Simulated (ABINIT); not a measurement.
# Mg3SnS (Pm-3m): zone-centre phonons, part 3 of 4

Which modes does Mg3SnS (Pm-3m) have at the zone centre?

ABINIT 10.8.3; DFT LDA, scalar-relativistic, plane waves, HGH norm-conserving pseudopotentials.

So far. Step 5 (Relaxing the cell and atoms): The volume changes by +0.3 % in this run and stands -26.1 % from the first cell. Step 7 (Linear response at Γ): The acoustic modes at Γ come out as far as 2.6 cm⁻¹ from zero, where they should vanish, a small numerical error. The lowest optical mode is imaginary, 118i cm⁻¹, an instability at this level and on this k mesh. The relaxed cell has a = 4.722 Å (conventional setting).

The structure was built from a prototype and need not be the compound's stable phase.

## Step 8: Zone-centre analysis

anaddb reads the merged derivatives and imposes the acoustic sum rule.

The input, anaddb.abi:

```
ddb_filepath "gamma_DDB"
output_file "anaddb.abo"
outdata_prefix "anaddb"
asr 1
chneut 1
enunit 2
eivec 1
nph1l 1
qph1l 0.0 0.0 0.0 1.0
```

The input, mrgddb.in:

```
gamma_DDB
merged
2
dfpt_gammao_DDB
gso_DDB
```

Launch:

```bash
$ mrgddb < mrgddb.in > mrgddb.log
$ OMP_NUM_THREADS=1 anaddb anaddb.abi > anaddb.log
```

anaddb.abo, the main output file:

```text
-outvars_anaddb: echo values of input variables ----------------------

 Miscellaneous information :
      enunit         2
       eivec         1
         asr         1
 First list of wavevector (reduced coord.) :
       nph1l         1
       qph1l
                     0.00000000E+00  0.00000000E+00  0.00000000E+00    1.000E+00

================================================================================

 read the DDB information and perform some checks

  ==== Info on the Cryst% object ====
 Real(R)+Recip(G) space primitive vectors, cartesian coordinates (Bohr,Bohr^-1):
 R(1)=  8.9229846  0.0000000  0.0000000  G(1)=  0.1120701  0.0000000  0.0000000
 R(2)=  0.0000000  8.9229846  0.0000000  G(2)=  0.0000000  0.1120701  0.0000000
 R(3)=  0.0000000  0.0000000  8.9229846  G(3)=  0.0000000  0.0000000  0.1120701
 Unit cell volume ucvol=  7.1044494E+02 bohr^3
 Angles (23,13,12)=  9.00000000E+01  9.00000000E+01  9.00000000E+01 degrees
 Time-reversal symmetry is present
 Reduced atomic positions [iatom, xred, symbol]:
    1)    0.0000000  0.0000000  0.0000000  Sn
    2)    0.5000000  0.5000000  0.5000000   S
    3)    0.5000000  0.5000000  0.0000000  Mg
    4)    0.5000000  0.0000000  0.5000000  Mg
    5)    0.0000000  0.5000000  0.5000000  Mg

 DDB file with 3 blocks has been read.

================================================================================

 Treat the first list of vectors

  Phonon wavevector (reduced coordinates) :  0.00000  0.00000  0.00000
 Phonon energies in Hartree :
  -5.363606E-04 -5.363606E-04 -5.363606E-04 -4.807761E-04 -4.807761E-04
  -4.807761E-04  0.000000E+00  0.000000E+00  0.000000E+00  4.273297E-04
   4.273297E-04  4.273297E-04  2.027998E-03  2.027998E-03  2.027998E-03
 Phonon energies in meV     :
- -1.459512E+01 -1.459512E+01 -1.459512E+01 -1.308259E+01 -1.308259E+01
- -1.308259E+01  0.000000E+00  0.000000E+00  0.000000E+00  1.162823E+01
-  1.162823E+01  1.162823E+01  5.518464E+01  5.518464E+01  5.518464E+01
 Phonon frequencies in cm-1    :
- -1.177176E+02 -1.177176E+02 -1.177176E+02 -1.055182E+02 -1.055182E+02
- -1.055182E+02  0.000000E+00  0.000000E+00  0.000000E+00  9.378802E+01
-  9.378802E+01  9.378802E+01  4.450941E+02  4.450941E+02  4.450941E+02
 Phonon frequencies in Thz     :
- -3.529083E+00 -3.529083E+00 -3.529083E+00 -3.163355E+00 -3.163355E+00
- -3.163355E+00  0.000000E+00  0.000000E+00  0.000000E+00  2.811694E+00
-  2.811694E+00  2.811694E+00  1.334359E+01  1.334359E+01  1.334359E+01
 Phonon energies in Kelvin  :
- -1.693693E+02 -1.693693E+02 -1.693693E+02 -1.518171E+02 -1.518171E+02
- -1.518171E+02  0.000000E+00  0.000000E+00  0.000000E+00  1.349400E+02
-  1.349400E+02  1.349400E+02  6.403911E+02  6.403911E+02  6.403911E+02

 Eigendisplacements
 (will be given, for each mode : in cartesian coordinates
   for each atom the real part of the displacement vector,
   then the imaginary part of the displacement vector - absolute values smaller than 1.0d-7 are set to zero)
  Mode number    1   Energy   -5.363606E-04
 Attention : low frequency mode.
   (Could be unstable or acoustic mode)
-  1  0.00000000E+00  0.00000000E+00  4.99339947E-04
-     0.00000000E+00  0.00000000E+00  0.00000000E+00
-  2  0.00000000E+00  0.00000000E+00  1.70257522E-03
-     0.00000000E+00  0.00000000E+00  0.00000000E+00
-  3  0.00000000E+00  0.00000000E+00  1.04751087E-03
-     0.00000000E+00  0.00000000E+00  0.00000000E+00
-  4  0.00000000E+00  0.00000000E+00 -2.86628434E-03
-     0.00000000E+00  0.00000000E+00  0.00000000E+00
-  5  0.00000000E+00  0.00000000E+00 -2.86628434E-03
-     0.00000000E+00  0.00000000E+00  0.00000000E+00
  Mode number    2   Energy   -5.363606E-04
 Attention : low frequency mode.
   (Could be unstable or acoustic mode)
-  1  0.00000000E+00 -4.99339947E-04  0.00000000E+00
-     0.00000000E+00  0.00000000E+00  0.00000000E+00
-  2  0.00000000E+00 -1.70257522E-03  0.00000000E+00
-     0.00000000E+00  0.00000000E+00  0.00000000E+00
-  3  0.00000000E+00  2.86628434E-03  0.00000000E+00
-     0.00000000E+00  0.00000000E+00  0.00000000E+00
-  4  0.00000000E+00 -1.04751087E-03  0.00000000E+00
-     0.00000000E+00  0.00000000E+00  0.00000000E+00
-  5  0.00000000E+00  2.86628434E-03  0.00000000E+00
-     0.00000000E+00  0.00000000E+00  0.00000000E+00
  Mode number    3   Energy   -5.363606E-04
 Attention : low frequency mode.
   (Could be unstable or acoustic mode)
-  1  4.99339947E-04  0.00000000E+00  0.00000000E+00
-     0.00000000E+00  0.00000000E+00  0.00000000E+00
-  2  1.70257522E-03  0.00000000E+00  0.00000000E+00
-     0.00000000E+00  0.00000000E+00  0.00000000E+00
-  3 -2.86628434E-03  0.00000000E+00  0.00000000E+00
-     0.00000000E+00  0.00000000E+00  0.00000000E+00
-  4 -2.86628434E-03  0.00000000E+00  0.00000000E+00
-     0.00000000E+00  0.00000000E+00  0.00000000E+00
-  5  1.04751087E-03  0.00000000E+00  0.00000000E+00
-     0.00000000E+00  0.00000000E+00  0.00000000E+00
  Mode number    4   Energy   -4.807761E-04
 Attention : low frequency mode.
   (Could be unstable or acoustic mode)
-  1  0.00000000E+00  0.00000000E+00  0.00000000E+00
-     0.00000000E+00  0.00000000E+00  0.00000000E+00
-  2  0.00000000E+00  0.00000000E+00  0.00000000E+00
-     0.00000000E+00  0.00000000E+00  0.00000000E+00
-  3  0.00000000E+00  0.00000000E+00  0.00000000E+00
-     0.00000000E+00  0.00000000E+00  0.00000000E+00
-  4  0.00000000E+00  0.00000000E+00  3.35936458E-03
-     0.00000000E+00  0.00000000E+00  0.00000000E+00
-  5  0.00000000E+00  0.00000000E+00 -3.35936458E-03
-     0.00000000E+00  0.00000000E+00  0.00000000E+00
  Mode number    5   Energy   -4.807761E-04
 Attention : low frequency mode.
   (Could be unstable or acoustic mode)
-  1  0.00000000E+00  0.00000000E+00  0.00000000E+00
-     0.00000000E+00  0.00000000E+00  0.00000000E+00
-  2  0.00000000E+00  0.00000000E+00  0.00000000E+00
-     0.00000000E+00  0.00000000E+00  0.00000000E+00
-  3  0.00000000E+00  3.35936458E-03  0.00000000E+00
-     0.00000000E+00  0.00000000E+00  0.00000000E+00
-  4  0.00000000E+00  0.00000000E+00  0.00000000E+00
-     0.00000000E+00  0.00000000E+00  0.00000000E+00
-  5  0.00000000E+00 -3.35936458E-03  0.00000000E+00
-     0.00000000E+00  0.00000000E+00  0.00000000E+00
  Mode number    6   Energy   -4.807761E-04
 Attention : low frequency mode.
   (Could be unstable or acoustic mode)
-  1  0.00000000E+00  0.00000000E+00  0.00000000E+00
-     0.00000000E+00  0.00000000E+00  0.00000000E+00
-  2  0.00000000E+00  0.00000000E+00  0.00000000E+00
-     0.00000000E+00  0.00000000E+00  0.00000000E+00
-  3  3.35936458E-03  0.00000000E+00  0.00000000E+00
-     0.00000000E+00  0.00000000E+00  0.00000000E+00
-  4 -3.35936458E-03  0.00000000E+00  0.00000000E+00
-     0.00000000E+00  0.00000000E+00  0.00000000E+00
-  5  0.00000000E+00  0.00000000E+00  0.00000000E+00
-     0.00000000E+00  0.00000000E+00  0.00000000E+00
  Mode number    7   Energy    0.000000E+00
 Attention : low frequency mode.
   (Could be unstable or acoustic mode)
-  1  0.00000000E+00  0.00000000E+00  1.56601556E-03
-     0.00000000E+00  0.00000000E+00  0.00000000E+00
-  2  0.00000000E+00  0.00000000E+00  1.56600427E-03
-     0.00000000E+00  0.00000000E+00  0.00000000E+00
-  3  0.00000000E+00  0.00000000E+00  1.56600575E-03
-     0.00000000E+00  0.00000000E+00  0.00000000E+00
-  4  0.00000000E+00  0.00000000E+00  1.56602162E-03
-     0.00000000E+00  0.00000000E+00  0.00000000E+00
-  5  0.00000000E+00  0.00000000E+00  1.56602162E-03
-     0.00000000E+00  0.00000000E+00  0.00000000E+00
  Mode number    8   Energy    0.000000E+00
 Attention : low frequency mode.
   (Could be unstable or acoustic mode)
-  1  0.00000000E+00  1.56601556E-03  0.00000000E+00
-     0.00000000E+00  0.00000000E+00  0.00000000E+00
-  2  0.00000000E+00  1.56600427E-03  0.00000000E+00
-     0.00000000E+00  0.00000000E+00  0.00000000E+00
-  3  0.00000000E+00  1.56602162E-03  0.00000000E+00
-     0.00000000E+00  0.00000000E+00  0.00000000E+00
-  4  0.00000000E+00  1.56600575E-03  0.00000000E+00
-     0.00000000E+00  0.00000000E+00  0.00000000E+00
-  5  0.00000000E+00  1.56602162E-03  0.00000000E+00
-     0.00000000E+00  0.00000000E+00  0.00000000E+00
  Mode number    9   Energy    0.000000E+00
 Attention : low frequency mode.
   (Could be unstable or acoustic mode)
-  1  1.56601556E-03  0.00000000E+00  0.00000000E+00
-     0.00000000E+00  0.00000000E+00  0.00000000E+00
-  2  1.56600427E-03  0.00000000E+00  0.00000000E+00
-     0.00000000E+00  0.00000000E+00  0.00000000E+00
-  3  1.56602162E-03  0.00000000E+00  0.00000000E+00
-     0.00000000E+00  0.00000000E+00  0.00000000E+00
-  4  1.56602162E-03  0.00000000E+00  0.00000000E+00
-     0.00000000E+00  0.00000000E+00  0.00000000E+00
-  5  1.56600575E-03  0.00000000E+00  0.00000000E+00
-     0.00000000E+00  0.00000000E+00  0.00000000E+00
  Mode number   10   Energy    4.273297E-04
-  1  0.00000000E+00  0.00000000E+00  1.38529560E-03
-     0.00000000E+00  0.00000000E+00  0.00000000E+00
-  2  0.00000000E+00  0.00000000E+00 -2.34848705E-03
-     0.00000000E+00  0.00000000E+00  0.00000000E+00
-  3  0.00000000E+00  0.00000000E+00 -2.20140900E-03
-     0.00000000E+00  0.00000000E+00  0.00000000E+00
-  4  0.00000000E+00  0.00000000E+00 -7.33127954E-04
-     0.00000000E+00  0.00000000E+00  0.00000000E+00
-  5  0.00000000E+00  0.00000000E+00 -7.33127954E-04
-     0.00000000E+00  0.00000000E+00  0.00000000E+00
  Mode number   11   Energy    4.273297E-04
-  1  0.00000000E+00  1.38529560E-03  0.00000000E+00
-     0.00000000E+00  0.00000000E+00  0.00000000E+00
-  2  0.00000000E+00 -2.34848705E-03  0.00000000E+00
-     0.00000000E+00  0.00000000E+00  0.00000000E+00
-  3  0.00000000E+00 -7.33127954E-04  0.00000000E+00
-     0.00000000E+00  0.00000000E+00  0.00000000E+00
-  4  0.00000000E+00 -2.20140900E-03  0.00000000E+00
-     0.00000000E+00  0.00000000E+00  0.00000000E+00
-  5  0.00000000E+00 -7.33127954E-04  0.00000000E+00
-     0.00000000E+00  0.00000000E+00  0.00000000E+00
  Mode number   12   Energy    4.273297E-04
-  1  1.38529560E-03  0.00000000E+00  0.00000000E+00
-     0.00000000E+00  0.00000000E+00  0.00000000E+00
-  2 -2.34848705E-03  0.00000000E+00  0.00000000E+00
-     0.00000000E+00  0.00000000E+00  0.00000000E+00
-  3 -7.33127954E-04  0.00000000E+00  0.00000000E+00
-     0.00000000E+00  0.00000000E+00  0.00000000E+00
-  4 -7.33127954E-04  0.00000000E+00  0.00000000E+00
-     0.00000000E+00  0.00000000E+00  0.00000000E+00
-  5 -2.20140900E-03  0.00000000E+00  0.00000000E+00
-     0.00000000E+00  0.00000000E+00  0.00000000E+00
  Mode number   13   Energy    2.027998E-03
-  1  0.00000000E+00  0.00000000E+00  1.96945280E-05
-     0.00000000E+00  0.00000000E+00  0.00000000E+00
-  2  0.00000000E+00  0.00000000E+00 -2.49826221E-03
-     0.00000000E+00  0.00000000E+00  0.00000000E+00
-  3  0.00000000E+00  0.00000000E+00  3.76494437E-03
-     0.00000000E+00  0.00000000E+00  0.00000000E+00
-  4  0.00000000E+00  0.00000000E+00 -2.82567077E-04
-     0.00000000E+00  0.00000000E+00  0.00000000E+00
-  5  0.00000000E+00  0.00000000E+00 -2.82567077E-04
-     0.00000000E+00  0.00000000E+00  0.00000000E+00
  Mode number   14   Energy    2.027998E-03
-  1  0.00000000E+00 -1.96945280E-05  0.00000000E+00
-     0.00000000E+00  0.00000000E+00  0.00000000E+00
-  2  0.00000000E+00  2.49826221E-03  0.00000000E+00
-     0.00000000E+00  0.00000000E+00  0.00000000E+00
-  3  0.00000000E+00  2.82567077E-04  0.00000000E+00
-     0.00000000E+00  0.00000000E+00  0.00000000E+00
-  4  0.00000000E+00 -3.76494437E-03  0.00000000E+00
-     0.00000000E+00  0.00000000E+00  0.00000000E+00
-  5  0.00000000E+00  2.82567077E-04  0.00000000E+00
-     0.00000000E+00  0.00000000E+00  0.00000000E+00
  Mode number   15   Energy    2.027998E-03
-  1  1.96945280E-05  0.00000000E+00  0.00000000E+00
-     0.00000000E+00  0.00000000E+00  0.00000000E+00
-  2 -2.49826221E-03  0.00000000E+00  0.00000000E+00
-     0.00000000E+00  0.00000000E+00  0.00000000E+00
-  3 -2.82567077E-04  0.00000000E+00  0.00000000E+00
-     0.00000000E+00  0.00000000E+00  0.00000000E+00
-  4 -2.82567077E-04  0.00000000E+00  0.00000000E+00
-     0.00000000E+00  0.00000000E+00  0.00000000E+00
-  5  3.76494437E-03  0.00000000E+00  0.00000000E+00
-     0.00000000E+00  0.00000000E+00  0.00000000E+00

 Analysis of degeneracies and characters (maximum tolerance=1.00E-06 a.u.)
 For each vibration mode, or group of modes if degenerate,
 the characters are given for each symmetry operation (see the list in the log file).
 Symmetry characters of vibration mode #   1
       degenerate with vibration modes #   2 to    3
  3.0 -3.0 -1.0  1.0 -1.0  1.0 -1.0  1.0  1.0 -1.0 -1.0  1.0  1.0 -1.0 -1.0  1.0
 -0.0  0.0 -0.0  0.0  0.0 -0.0  0.0 -0.0  1.0 -1.0 -1.0  1.0 -1.0  1.0  1.0 -1.0
 -0.0  0.0  0.0 -0.0  0.0 -0.0 -0.0  0.0  1.0 -1.0  1.0 -1.0 -1.0  1.0 -1.0  1.0
 Symmetry characters of vibration mode #   4
       degenerate with vibration modes #   5 to    6
  3.0 -3.0 -1.0  1.0 -1.0  1.0 -1.0  1.0 -1.0  1.0  1.0 -1.0 -1.0  1.0  1.0 -1.0
 -0.0  0.0  0.0 -0.0 -0.0  0.0  0.0 -0.0 -1.0  1.0  1.0 -1.0  1.0 -1.0 -1.0  1.0
 -0.0  0.0 -0.0  0.0  0.0 -0.0  0.0 -0.0 -1.0  1.0 -1.0  1.0  1.0 -1.0  1.0 -1.0
 Symmetry characters of vibration mode #   7
       degenerate with vibration modes #   8 to    9
  3.0 -3.0 -1.0  1.0 -1.0  1.0 -1.0  1.0  1.0 -1.0 -1.0  1.0  1.0 -1.0 -1.0  1.0
  0.0 -0.0  0.0 -0.0 -0.0  0.0 -0.0  0.0  1.0 -1.0 -1.0  1.0 -1.0  1.0  1.0 -1.0
  0.0 -0.0 -0.0  0.0 -0.0  0.0  0.0 -0.0  1.0 -1.0  1.0 -1.0 -1.0  1.0 -1.0  1.0
 Symmetry characters of vibration mode #  10
       degenerate with vibration modes #  11 to   12
  3.0 -3.0 -1.0  1.0 -1.0  1.0 -1.0  1.0  1.0 -1.0 -1.0  1.0  1.0 -1.0 -1.0  1.0
 -0.0  0.0 -0.0  0.0  0.0 -0.0  0.0 -0.0  1.0 -1.0 -1.0  1.0 -1.0  1.0  1.0 -1.0
 -0.0  0.0  0.0 -0.0  0.0 -0.0 -0.0  0.0  1.0 -1.0  1.0 -1.0 -1.0  1.0 -1.0  1.0
 Symmetry characters of vibration mode #  13
       degenerate with vibration modes #  14 to   15
  3.0 -3.0 -1.0  1.0 -1.0  1.0 -1.0  1.0  1.0 -1.0 -1.0  1.0  1.0 -1.0 -1.0  1.0
  0.0 -0.0  0.0 -0.0 -0.0  0.0 -0.0  0.0  1.0 -1.0 -1.0  1.0 -1.0  1.0  1.0 -1.0
  0.0 -0.0 -0.0  0.0 -0.0  0.0  0.0 -0.0  1.0 -1.0  1.0 -1.0 -1.0  1.0 -1.0  1.0
-
```

Elapsed: 0.52 s, on 1 thread of Arm Neoverse V1, shared host.

Read from the output:

```yaml
lowest_optical_zone_centre_mode: -117.7 cm⁻¹
```

No LO-TO term; unit eigenvectors of the mass-weighted matrix, from anaddb's displacements. The modes at Γ (shares of kinetic energy by element, %) (negative means imaginary):

```tsv
mode	frequency (cm⁻¹)	symmetry	Sn %	S %	Mg %
1	-117.7	T1u	5	17	78
2	-117.7	T1u	5	17	78
3	-117.7	T1u	5	17	78
4	-105.5	T2u	0	0	100
5	-105.5	T2u	0	0	100
6	-105.5	T2u	0	0	100
7	0.0	acoustic	53	14	33
8	0.0	acoustic	53	14	33
9	0.0	acoustic	53	14	33
10	93.8	T1u	42	32	26
11	93.8	T1u	42	32	26
12	93.8	T1u	42	32	26
13	445.1	T1u	0	36	64
14	445.1	T1u	0	36	64
15	445.1	T1u	0	36	64
```

Displacements in mode 1 (-117.7 cm⁻¹), the largest set to 1:
```
Sn1  0.00  0.00  0.17
S2   0.00  0.00  0.59
Mg3  0.00  0.00  0.37
Mg4  0.00  0.00 -1.00
Mg5  0.00  0.00 -1.00
```

Displacements in mode 13 (445.1 cm⁻¹), the largest set to 1:
```
Sn1  0.00  0.00  0.01
S2   0.00  0.00 -0.66
Mg3  0.00  0.00  1.00
Mg4  0.00  0.00 -0.08
Mg5  0.00  0.00 -0.08
```

The rule moves no optical mode by more than 0.1 cm⁻¹.

(Continued in part 4 of 4.)

[Host names and launcher messages were left out of these logs when they were recorded.]

[Logs are printed without paths, hosts, clocks, repeated set-up lines and the standing remarks that a program may print on its own settings, such as how far it seeks lower states.]

[Hosts, paths, dates, database ids (printed as entryN), source tags and the programs' standing remarks are cut or masked in the printed files.]
